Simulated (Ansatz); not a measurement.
# NaCr3, from a guessed structure to a relaxed one, part 2 of 2

This structure for NaCr3 is made up. Its elements were placed in a known structure type with a cell scaled to their sizes. What cell does the guess relax to, and how far off was it?

Ansatz 0.2.0; DFT, PBEsol, plane-wave PAW, files of the set soft_1, scalar-relativistic, ferromagnetic start, cell and ions relaxed at zero pressure; PAW set soft_1 (the session's first sound run).

So far, absolute magnetization (μB): step 2 (relaxation of the guess) 12.0. The relaxed cell has a = 4.165, c = 4.199 Å (conventional setting).

In doubt: warnings of the run leave room for a lower electronic state, so energies may not be the lowest and differences between runs may mislead.

**3. Electronic structure of the relaxed cell**

With the geometry fixed, one more self-consistent run, with a narrower smearing and the mesh shown in its input, gives the bands, and its pressure, and its forces where symmetry allows any, show how far the geometry depends on these settings.

This step: DFT, PBEsol, plane-wave PAW, files of the set soft_1, scalar-relativistic, ferromagnetic start, bands and density of states at the relaxed cell; PAW set soft_1 (Ansatz 0.2.0).

input.yaml reads:

```yaml
crystal:
  lattice:
    - [4.1651711663, 0.0, 0.0]
    - [0.0, 4.1651711663, 0.0]
    - [0.0, 0.0, 4.199119296]
  atoms:
    - { symbol: Cr, position: [0.5, 0.5, 0.0], spin: 3.6 }
    - { symbol: Cr, position: [0.5, 0.0, 0.5], spin: 3.6 }
    - { symbol: Cr, position: [0.0, 0.5, 0.5], spin: 3.6 }
    - { symbol: Na, position: [0.0, 0.0, 0.0] }
magnetization:
  spin_polarized: true
kpoints:
  mp_grid: { grid: [8, 8, 8] }
  band_path:
    path:
      - [[0.0, 0.0, 0.0], [0.0, 0.5, 0.0], [0.5, 0.5, 0.0], [0.0, 0.0, 0.0], [0.0, 0.0, 0.5], [0.0, 0.5, 0.5], [0.5, 0.5, 0.5], [0.0, 0.0, 0.5]]
      - [[0.0, 0.5, 0.0], [0.0, 0.5, 0.5]]
      - [[0.5, 0.5, 0.0], [0.5, 0.5, 0.5]]
    npoints: 8
scf:
  occupations: { method: fermi_dirac, width: 0.03 }
  n_extra_bands: 14
hamiltonian:
  xc: pbesol
  pseudopotentials: { kind: paw, azcp: { folder: soft_1 }, xc_functional: pbe }
output:
  forces: true
  stress: true
  write_bands: true
  dos: { projected: true }
  write_density: true
  write_potential: true
  elf: true
  volumetric_format: npy
```

Started as:

```
$ ansatz run input.yaml --threads 4 --pin off --max-ram 8192MiB --backend cpu --events-out ev --progress --plain --runs-dir out
```

Numbers of over 12 decimals in the logs are rounded to 6 here.

The log of the run:

```text
[...]
Crystal: 4 atoms, lattice volume = 72.849 Å³
Basis set: ecut = 420 eV, 1383 PW (Γ), exchange–correlation on 60×60×60 points (8 copies of the dense FFT grid, shifted against one another)
Bands: 40, of which v1, the nominal top of the filled ones, is band 26 counted from 1 (25 counted from 0)
Symmetry: 16 space group operations
[...]
k-points: 75 of 512
[...]
Starting moments: Σ|m| = 10.8 μB on 3 of 4 sites
[...]
SCF iter   1: F=—  HF=-11519.956297 eV  |F-HF|=—  |Δ(HF+E_count)|=         —  Δρ=1.89e-1 (↑1.89e-1 ↓4.84e-2)  dr2=1.99e1  dr2_m=8.27e0  M=5.026 μB ∫|m|=5.028 μB  β_m=0.30  ethr=3.10e-3  ⟨swp⟩=5.2  Hψ=21042  notcnv=0
[...]
SCF iter  14: F=-11516.752139 eV  HF=-11516.752139 eV  |F-HF|=5.84e-8  |Δ(HF+E_count)|=   2.45e-9  Δρ=6.32e-6 (↑6.32e-6 ↓1.62e-6)  dr2=6.16e-8  dr2_m=3.79e-9  M=11.934 μB ∫|m|=11.939 μB  ethr=4.61e-11  ⟨swp⟩=10.4  Hψ=35341  notcnv=0
SCF 1 converged in 14 iterations: F = -11516.752139 eV  dr2 = 6.16e-8
[...]
NSCF: frozen V_eff on 75 k-points
SCF converged after 14 iterations
Magnetization: 11.9339 μB (31.4670 up, 19.5330 down)
Absolute magnetization: 11.9405 μB (∫|ρ↑−ρ↓|, with the PAW one-centre terms)
[...]
Per-site moments (μB) at R_I (Å): [(3.614527, 1.214904), (3.607928, 1.214904), (3.607928, 1.214904), (0.045789, 1.214904)]
Free energy (F): -11516.752139 eV
[...]
Internal energy: -11516.738705 eV  (E = F + TS)
E sigma→0 (E₀):  -11516.745422 eV
Entropy (-TS):   -0.013434 eV (-3.359 meV/atom)
Fermi energy:    9.823402 eV
[...]
--- Stress (GPa, compression-positive) ---
        0.040598       0.000000       0.000000
        0.000000       0.040598       0.000000
        0.000000       0.000000      -0.159873
  P = ⅓ Tr σ = -0.0262 GPa (-0.262 kbar)
--- Band table (eV; the first three rows and the last of 150) ---
  k-point 0 ↑: bands = [... 22 lower, 7.2740, 8.9942, 9.0122, 9.0122, 9.6132, 9.6455, 10.0321, 10.2447, ... 10 higher]
  k-point 1 ↑: bands = [... 22 lower, 7.3196, 8.9549, 8.9737, 8.9737, 9.5387, 9.6451, 9.9182, 9.9182, ... 10 higher]
  k-point 2 ↑: bands = [... 22 lower, 7.5015, 8.8275, 8.8275, 8.8530, 9.3276, 9.4657, 9.4657, 9.5998, ... 10 higher]
  k-point 74 ↓: bands = [... 22 lower, 10.8054, 10.8054, 11.3653, 11.3653, 11.4074, 12.1610, 12.1610, 12.1616, ... 10 higher]
```

Run time: 9 s. Hardware: 4 threads of Intel Xeon Platinum 8375C at 2.90GHz (Ice Lake), shared host; peak memory 0.73 GiB.

The column dr2 measures how far the density is from self-consistency, as an energy; F and HF (Harris–Foulkes) agree once it is small.

This step gave:

```yaml
free_energy: -11516.7521 eV
energy_at_zero_smearing: -11516.7454 eV
smearing_term_ts: 0.01343 eV
fermi_energy: 9.823 eV
magnetization: 11.93 μB
absolute_magnetization: 11.94 μB
site_moments: 3.615, 3.608, 3.608, 0.04579 μB
pressure: -0.02623 GPa
```

From bands.tsv, the bands that come nearest the Fermi level along the path, at its corners, in eV from the Fermi level:

| point | band_28_up | band_29_up | band_30_up | band_31_up | band_32_up | band_18_dn | band_19_dn | band_20_dn |
| --- | --- | --- | --- | --- | --- | --- | --- | --- |
| Γ | 0.21 | 0.42 | 0.42 | 0.45 | 1.51 | -0.35 | -0.32 | 0.24 |
| X | -0.67 | -0.66 | -0.56 | -0.14 | 0.42 | -0.29 | 0.57 | 0.66 |
| M | -0.85 | -0.72 | -0.48 | -0.44 | 0.31 | -1.51 | -0.90 | 0.55 |
| Γ | 0.21 | 0.42 | 0.42 | 0.45 | 1.51 | -0.35 | -0.32 | 0.24 |
| Z | -0.65 | -0.65 | -0.57 | -0.12 | 0.45 | -0.31 | 0.56 | 0.70 |
| R | -0.86 | -0.74 | -0.50 | -0.45 | 0.31 | -1.54 | -0.93 | 0.59 |
| A | -0.54 | -0.09 | -0.08 | -0.08 | 0.24 | -0.97 | -0.79 | 0.39 |
| Z | -0.65 | -0.65 | -0.57 | -0.12 | 0.45 | -0.31 | 0.56 | 0.70 |
| X | -0.67 | -0.66 | -0.56 | -0.14 | 0.42 | -0.29 | 0.57 | 0.66 |
| R | -0.86 | -0.74 | -0.50 | -0.45 | 0.31 | -1.54 | -0.93 | 0.59 |
| M | -0.85 | -0.72 | -0.48 | -0.44 | 0.31 | -1.51 | -0.90 | 0.55 |
| A | -0.54 | -0.09 | -0.08 | -0.08 | 0.24 | -0.97 | -0.79 | 0.39 |

Spin density in the ac plane at fractional y = 0.000, with atoms of Cr and Na within 0.2 Å of it.

Ten even steps from '_' (0.0 e/Å³) to '@' (4.7 e/Å³), each cell a mean:
```
____________________________
____________________________
____________________________
____________________________
____________......__________
__________..==++--..________
__________::##@@++::________
__________::**##==..________
__________..::::..__________
____________________________
____________________________
____________________________
____________________________
____________________________
```
Columns run along a (4.2 Å), rows up along c (4.2 Å). Atoms in or near the plane, at fractional coordinates: Cr at (0.50, 0.50), Na at (0.00, 0.00).

ELF in the ac plane at fractional y = 0.000, with atoms of Cr and Na within 0.2 Å of it. It is the smooth field of the valence electrons, not physical close to the nuclei.

Ten even steps from '0' (0.05) to '9' (0.91), each cell a mean:
```
45400234320155
55101333320035
10002221221000
00111122112100
22221355431222
33212578641233
43213699852134
33213589752133
22222456531232
01121233211210
00012211121000
43001222321013
45300233320055
24400234320154
```
Columns run along a (4.2 Å), rows up along c (4.2 Å). Atoms in or near the plane, at fractional coordinates: Cr at (0.50, 0.50), Na at (0.00, 0.00).

ELF of down spins in the ac plane at fractional y = 0.000, with atoms of Cr and Na within 0.2 Å of it. It is the smooth field of the valence electrons, not physical close to the nuclei.

Values, 14 rows by 14 columns, each cell a mean:
```
0.42 0.53 0.40 0.09 0.17 0.47 0.65 0.67 0.61 0.40 0.07 0.14 0.52 0.50
0.55 0.49 0.20 0.06 0.23 0.47 0.57 0.58 0.55 0.42 0.12 0.06 0.33 0.52
0.18 0.11 0.05 0.12 0.25 0.25 0.20 0.18 0.21 0.26 0.21 0.09 0.06 0.14
0.07 0.09 0.16 0.21 0.13 0.07 0.09 0.12 0.08 0.08 0.17 0.21 0.13 0.08
0.39 0.42 0.39 0.20 0.07 0.23 0.55 0.62 0.44 0.17 0.08 0.26 0.43 0.41
0.62 0.61 0.44 0.14 0.16 0.55 0.83 0.87 0.76 0.44 0.08 0.21 0.55 0.62
0.69 0.66 0.43 0.12 0.28 0.72 0.91 0.92 0.87 0.63 0.12 0.18 0.57 0.68
0.66 0.65 0.44 0.13 0.23 0.66 0.88 0.91 0.83 0.55 0.10 0.19 0.57 0.66
0.47 0.49 0.42 0.18 0.08 0.32 0.65 0.72 0.55 0.23 0.07 0.25 0.48 0.49
0.16 0.19 0.26 0.23 0.08 0.08 0.22 0.27 0.16 0.07 0.13 0.25 0.24 0.18
0.11 0.07 0.06 0.15 0.23 0.18 0.13 0.12 0.15 0.20 0.21 0.12 0.06 0.09
0.45 0.35 0.10 0.06 0.26 0.42 0.45 0.44 0.45 0.39 0.16 0.05 0.19 0.39
0.48 0.55 0.36 0.08 0.18 0.48 0.64 0.66 0.61 0.41 0.08 0.12 0.50 0.53
0.28 0.47 0.46 0.11 0.15 0.46 0.66 0.68 0.61 0.38 0.06 0.19 0.55 0.42
```
Columns run along a (4.2 Å), rows up along c (4.2 Å). Atoms in or near the plane, at fractional coordinates: Cr at (0.50, 0.50), Na at (0.00, 0.00).

**4. Outcome**

| Property | Result |
| --- | --- |
| space group, relaxed | P4/mmm |
| conventional cell | a = 4.165, b = 4.165, c = 4.199 Å; α = 90.0°, β = 90.0°, γ = 90.0° |
| volume per atom | 18.21 Å³ (guess 17.94) |
| total moment | 11.95 μB in the cell of 4 atoms |

What this shows: NaCr3 relaxes to P4/mmm with a = 4.165, b = 4.165 and c = 4.199 Å. The guessed volume was 2 % too small. The space group P4/mmm was held in the relaxation, so the end point is a stationary structure within it and may be a saddle against distortions or other arrangements. The input starts from parallel moments, and no other start was typed. The electronic state may lie above the lowest one. Bands cross the Fermi level, so it is a metal or semimetal at this level. On the 8×8×8 mesh with the narrower smearing (relaxed on 6×6×7) the forces vanish, as symmetry may demand, and the largest stress component is 0.160 GPa, against the relaxation's thresholds of 0.015 eV/Å and 0.05 GPa. The cutoff wasn't tested. No dispersion term is used, so weakly bound directions may come out too long. The program estimates, without running it, that another magnetic order lies lower than the one relaxed here. Nothing here tests whether the compound is stable against decomposition.

[Logs are printed without paths, hosts, clocks, repeated set-up lines and the standing remarks that a program may print on its own settings, such as how far it seeks lower states.]

[Hosts, paths, dates, database ids (printed as entryN), source tags and the programs' standing remarks are cut or masked in the printed files.]
